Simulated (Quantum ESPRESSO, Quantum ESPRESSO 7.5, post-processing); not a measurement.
# Al(111), 5 layers against a metal electrode, stepped through the charge of the slab

What law, if any, do the results for Al(111), 5 layers against a metal electrode follow against the charge of the slab?

Program: Quantum ESPRESSO 7.5. Level of theory: plane-wave DFT, PBE, GBRV ultrasoft pseudopotentials. Results are calculated unless marked as measured.

Most raw output is cut from this account.

## 1. Starting point

It takes space group Fm-3m (No. 225, cubic). The conventional cell has a = 4.050 Å, b = 4.050 Å, c = 4.050 Å, α = 90.00°, β = 90.00°, γ = 90.00°. Al has 12 Al at 2.86 Å nearest.

Structure file:

```cif
data_structure
_symmetry_space_group_name_H-M 'P 1'
_symmetry_Int_Tables_number 1
_cell_length_a 2.8638
_cell_length_b 2.8638
_cell_length_c 2.8638
_cell_angle_alpha 60.000
_cell_angle_beta 60.000
_cell_angle_gamma 60.000
_cell_volume 16.61
loop_
_atom_site_label
_atom_site_type_symbol
_atom_site_fract_x
_atom_site_fract_y
_atom_site_fract_z
_atom_site_occupancy
Al1 Al 0.00000 0.00000 0.00000 1
```

Set-up: The slab is relaxed neutral, then held. ESM with bc3: vacuum below and a metal electrode about 6 Å above the top atoms. Cold smearing of 0.02 Ry. Charges are set per cell from the starting area. The slabs take the lattice constants of the bulk relaxed by the same program.

Members 2, 3, 4.5, 6, 7 and 8 took the same steps and show in the table alone.

## 2. Variable-cell relaxation of the reference

The bulk crystal is relaxed in cell and atoms; the members are built on its lattice constants.

ref.vc.in

```
&control
  prefix = 'ref.vc'
  outdir = './out'
  pseudo_dir = './pseudo'
  nstep = 40
  forc_conv_thr = 0.0003
  calculation = 'vc-relax'
/
&system
  ibrav = 0
  nat = 1
  ntyp = 1
  ecutwfc = 50
  ecutrho = 250
  occupations = 'smearing'
  smearing = 'mv'
  degauss = 0.02
/
&electrons
  conv_thr = 1e-09
  mixing_beta = 0.4
  electron_maxstep = 120
/
&ions
/
&cell
  press_conv_thr = 0.3
/
ATOMIC_SPECIES
  Al  26.9815  al_pbe_v1.uspp.F.UPF
CELL_PARAMETERS angstrom
  0.00000000000000 2.02500000000000 2.02500000000000
  2.02500000000000 0.00000000000000 2.02500000000000
  2.02500000000000 2.02500000000000 0.00000000000000
ATOMIC_POSITIONS crystal
  Al  0.000000000000 0.000000000000 0.000000000000
K_POINTS automatic
  17 17 17 0 0 0
```

Started as:

```console
$ OMP_NUM_THREADS=1 mpirun -n 2 pw.x -nk 2 -in ref.vc.in > ref.vc.out
```

The job ended after 12 s (2 MPI ranks of Arm Neoverse V1, shared host; peak memory 0.11 GiB; 23 s of CPU time).

The steps of the relaxation:

```tsv
step	energy less that of the first step (eV)	largest force (eV/Å)	volume (Å³)
1	0.0000	0.0000	16.61
2	-0.0002	0.0000	16.56
3	-0.0002	0.0000	16.48
4	-0.0002	0.0000	16.48
```

```tsv
conventional cell, symmetrised	before	after	change
a (Å)	4.050	4.040	-0.3 %
b (Å)	4.050	4.040	-0.3 %
c (Å)	4.050	4.040	-0.3 %
volume (Å³/atom)	16.61	16.48	-0.8 %
```

Final coordinates:

```cif
data_structure
_symmetry_space_group_name_H-M 'P 1'
_symmetry_Int_Tables_number 1
_cell_length_a 2.8564
_cell_length_b 2.8564
_cell_length_c 2.8564
_cell_angle_alpha 60.000
_cell_angle_beta 60.000
_cell_angle_gamma 60.000
_cell_volume 16.48
loop_
_atom_site_label
_atom_site_type_symbol
_atom_site_fract_x
_atom_site_fract_y
_atom_site_fract_z
_atom_site_occupancy
Al1 Al 0.00000 0.00000 0.00000 1
```

 The last row is no step: it is a fresh SCF in the final cell with a new plane-wave basis, +0 meV from the row before.

Numbers from this step:

| Property | Result |
| --- | --- |
| free energy | -91.2658 eV |
| Fermi energy | 7.908 eV |

## 3. Relaxation with pw.x of the reference

What the set-up leaves free in this member is relaxed.

System of this step: Al(111), 5 layers. The cell holds 5 atoms: 5 Al. Cell: a = 2.856 Å, b = 2.856 Å, c = 24.290 Å, α = 90.0°, β = 90.0°, γ = 60.0°. It derives from Al. Vacuum lies along c.

ref.relax.in

```
&control
  prefix = 'ref.relax'
  outdir = './out'
  pseudo_dir = './pseudo'
  nstep = 40
  forc_conv_thr = 0.001
  calculation = 'relax'
/
&system
  ibrav = 0
  nat = 5
  ntyp = 1
  ecutwfc = 40
  ecutrho = 200
  occupations = 'smearing'
  smearing = 'mv'
  degauss = 0.02
/
&electrons
  conv_thr = 1e-08
  mixing_beta = 0.4
  electron_maxstep = 120
  mixing_mode = 'local-TF'
/
&ions
/
ATOMIC_SPECIES
  Al  26.9815  al_pbe_v1.uspp.F.UPF
CELL_PARAMETERS angstrom
  2.85639309470453 0.00000000000000 0.00000000000000
  1.42819654735226 2.47370898320857 0.00000000000000
  0.00000000000000 0.00000000000000 24.29023653800280
ATOMIC_POSITIONS crystal
  Al  0.666666666700 0.666666666700 0.307969330232
  Al  0.000000000000 0.000000000000 0.403984665116
  Al  0.333333333300 0.333333333300 0.500000000000 0 0 0
  Al  0.666666666700 0.666666666700 0.596015334884
  Al  0.000000000000 0.000000000000 0.692030669768
K_POINTS automatic
  12 12 1 0 0 0
```

Started as:

```console
$ OMP_NUM_THREADS=1 mpirun -n 2 pw.x -nk 2 -in ref.relax.in > ref.relax.out
```

Wall time 76 s (2 MPI ranks); peak memory 0.22 GiB.

Relaxation path:

```tsv
step	energy less that of the first step (eV)	largest force (eV/Å)
1	0.0000	0.0875
2	-0.0005	0.0780
3	-0.0010	0.0680
4	-0.0015	0.0537
5	-0.0020	0.0336
6	-0.0022	0.0225
```

The atoms that moved most (Å):

```tsv
atom	dx	dy	dz	length
Al5	0.000	0.000	0.016	0.016
Al1	0.000	0.000	-0.016	0.016
Al4	0.000	0.000	-0.011	0.011
Al2	0.000	0.000	0.011	0.011
```

 On the free atoms the largest force ends at 0.023 eV/Å.

Read from the output:

```
free energy  : -455.6107 eV
Fermi energy : 1.730 eV
```

## 4. Self-consistent run, 0 ×10¹³ e/cm²

A run under open boundaries on these atoms gives the vacuum levels.

m2.esm.in

```
&control
  prefix = 'm2.esm'
  outdir = './out'
  pseudo_dir = './pseudo'
  calculation = 'scf'
  tprnfor = .true.
/
&system
  ibrav = 0
  nat = 5
  ntyp = 1
  ecutwfc = 40
  ecutrho = 200
  occupations = 'smearing'
  smearing = 'mv'
  degauss = 0.02
  assume_isolated = 'esm'
  esm_bc = 'bc3'
  tot_charge = 0.0
/
&electrons
  conv_thr = 1e-08
  mixing_beta = 0.25
  electron_maxstep = 160
  mixing_mode = 'local-TF'
  mixing_ndim = 12
/
ATOMIC_SPECIES
  Al  26.9815  al_pbe_v1.uspp.F.UPF
CELL_PARAMETERS angstrom
  2.85639309470453 0.00000000000000 0.00000000000000
  1.42819654735226 2.47370898320857 0.00000000000000
  0.00000000000000 0.00000000000000 24.29023653800280
ATOMIC_POSITIONS crystal
  Al  0.666666666700 0.666666666700 -0.130923229006
  Al  0.000000000000 0.000000000000 -0.033816703106
  Al  0.333333333300 0.333333333300 0.061753206794
  Al  0.666666666700 0.666666666700 0.157323116694
  Al  0.000000000000 0.000000000000 0.254429642594
K_POINTS automatic
  12 12 1 0 0 0
```

Started as:

```console
$ OMP_NUM_THREADS=1 mpirun -n 2 pw.x -nk 2 -in m2.esm.in > m2.esm.out
```

Wall time 72 s (2 MPI ranks); peak memory 0.22 GiB.

Read from the output:

```
Fermi energy                                                   : -4.101 eV
vacuum line at the lower end of the cell, over the Fermi level : 4.102 eV
slope of the potential above                                   : 2.40e-4 eV/Å
vacuum line at the upper end of the cell, over the Fermi level : 4.101 eV
```

The potential energy, planar mean oscillates, so the rows of the table below give means over windows of 2.36 Å about each position, cut where the curve ends. Its maxima inside the range that stand out by 2 % of the span (Å: eV): -2.0: -0.392, 0.3: -0.567, 2.7: -0.591, 5.0: -0.421. Its minima: -3.1: -14.2, -0.8: -14.3, 1.5: -14.3, 3.8: -14.3, 6.2: -14.3.

Electrostatic potential energy of an electron; zero at the Fermi level. The potential energy, planar mean by z; means over each step:

z (Å), potential energy, planar mean (eV) and a bar from the least value:
```
   -10.97        4.1 ##############################
    -8.61        4.1 ##############################
    -6.25        4.0 ##############################
    -3.89       -4.8 ######
    -1.53       -6.7 
     0.83       -6.9 
     3.19       -6.9 
     5.55       -6.7 #
     7.91        2.0 ########################
    10.27        4.1 ##############################
```

Inside the slab this potential holds the local part of the pseudopotentials, which can be repulsive at the nuclei; only its value in the vacuum has a meaning of its own.

## 5. Self-consistent run, 1 ×10¹³ e/cm²

m3.esm.in is the input of step 4 with these lines changed:

```diff
@@ -1,3 +1,3 @@
 &control
-  prefix = 'm2.esm'
+  prefix = 'm3.esm'
   outdir = './out'
@@ -18,3 +18,3 @@
   esm_bc = 'bc3'
-  tot_charge = 0.0
+  tot_charge = 0.0071
 /
@@ -26,2 +26,3 @@
   mixing_ndim = 12
+  startingpot = 'file'
 /
```

Started as:

```console
$ cp -r out/m2.esm.save out/m3.esm.save
$ OMP_NUM_THREADS=1 mpirun -n 2 pw.x -nk 2 -in m3.esm.in > m3.esm.out
```

It took 85 s on 2 MPI ranks; peak memory 0.22 GiB.

This step gave:

* Fermi energy: -4.873 eV
* vacuum line at the lower end of the cell, over the Fermi level: 4.101 eV
* slope of the potential above: 0.1820 eV/Å
* vacuum line at the upper end of the cell, over the Fermi level: 4.874 eV

Inside the slab this potential holds the local part of the pseudopotentials, which can be repulsive at the nuclei; only its value in the vacuum has a meaning of its own.

## 6. Self-consistent run, -1.5 ×10¹³ e/cm²

m1.esm.in is the input of step 5 with these lines changed:

```diff
@@ -1,3 +1,3 @@
 &control
-  prefix = 'm3.esm'
+  prefix = 'm1.esm'
   outdir = './out'
@@ -18,3 +18,3 @@
   esm_bc = 'bc3'
-  tot_charge = 0.0071
+  tot_charge = -0.01065
 /
```

Started as:

```console
$ cp -r out/m2.esm.save out/m1.esm.save
$ OMP_NUM_THREADS=1 mpirun -n 2 pw.x -nk 2 -in m1.esm.in > m1.esm.out
```

Run time: 62 s. Hardware: 2 MPI ranks; peak memory 0.22 GiB; 2.1 min of CPU time.

This step gave:

```
Fermi energy                                                   : -2.960 eV
vacuum line at the lower end of the cell, over the Fermi level : 4.102 eV
slope of the potential above                                   : -0.2724 eV/Å
vacuum line at the upper end of the cell, over the Fermi level : 2.960 eV
```

Inside the slab this potential holds the local part of the pseudopotentials, which can be repulsive at the nuclei; only its value in the vacuum has a meaning of its own.

## 7. SCF with pw.x, -3 ×10¹³ e/cm²

m0.esm.in is the input of step 6 with these lines changed:

```diff
@@ -1,3 +1,3 @@
 &control
-  prefix = 'm1.esm'
+  prefix = 'm0.esm'
   outdir = './out'
@@ -18,3 +18,3 @@
   esm_bc = 'bc3'
-  tot_charge = -0.01065
+  tot_charge = -0.02131
 /
```

Started as:

```console
$ cp -r out/m1.esm.save out/m0.esm.save
$ OMP_NUM_THREADS=1 mpirun -n 2 pw.x -nk 2 -in m0.esm.in > m0.esm.out
```

Wall time 71 s (2 MPI ranks); peak memory 0.22 GiB; 2.4 min of CPU time.

Numbers from this step:

```
Fermi energy                                                   : -1.843 eV
vacuum line at the lower end of the cell, over the Fermi level : 4.101 eV
slope of the potential above                                   : -0.5451 eV/Å
vacuum line at the upper end of the cell, over the Fermi level : 1.844 eV
```

Inside the slab this potential holds the local part of the pseudopotentials, which can be repulsive at the nuclei; only its value in the vacuum has a meaning of its own.

## 8. The series side by side

The series in one table:

```tsv
the charge of the slab (positive: electrons removed)	electrode's level over the Fermi level (eV)	far face's level over the Fermi level (eV)	field in the gap (eV/Å)
-3 ×10¹³ e/cm²	1.844	4.101	-0.5451
-1.5 ×10¹³ e/cm²	2.96	4.102	-0.2724
0 ×10¹³ e/cm²	4.101	4.102	0.0002395
1 ×10¹³ e/cm²	4.874	4.101	0.182
2 ×10¹³ e/cm²	5.652	4.096	0.3638
3 ×10¹³ e/cm²	6.439	4.097	0.5459
4.5 ×10¹³ e/cm²	7.63	4.091	0.8187
6 ×10¹³ e/cm²	8.832	4.094	1.091
7 ×10¹³ e/cm²	9.641	4.093	1.274
8 ×10¹³ e/cm²	10.45	4.1	1.455
```

## 9. Worked from the printed numbers

Last interval: C = Δσ/ΔV = 0.00100 e/Å² / 0.813 V × 1602 = 1.98 µF/cm².

## 10. Results

| Item | Value |
| --- | --- |
| mean capacitance at positive charge | 2.03 μF/cm² |
| effective gap ε₀/C | 4.36 Å |
| top atoms to electrode | 5.96 Å |

**Reading.** The series holds 10 members; mean capacitance at positive charge: 2.03 μF/cm²; effective gap ε₀/C: 4.36 Å; top atoms to electrode: 5.96 Å (PBE, GBRV ultrasoft). Interval by interval C lies between 1.98 and 2.16 µF/cm². The far face's level moves by 0.01 eV over the series: the slab screens like a metal, and averaged over the positive charges the image plane lies 1.60 Å above the top atoms. Vacuum fills the gap; ions don't answer the charge; added electrons can spill towards the electrode at the most negative charges.

[Logs are printed without paths, hosts, clocks, repeated set-up lines and the standing remarks that a program may print on its own settings, such as how far it seeks lower states.]

[Hosts, paths, dates, database ids (printed as entryN), source tags and the programs' standing remarks are cut or masked in the printed files.]

[Maps of the electrostatic potential energy from Ansatz leave out the sawtooth potential of an applied field or a dipole correction, so their vacuum need not be flat; planar profiles and work functions include it.]
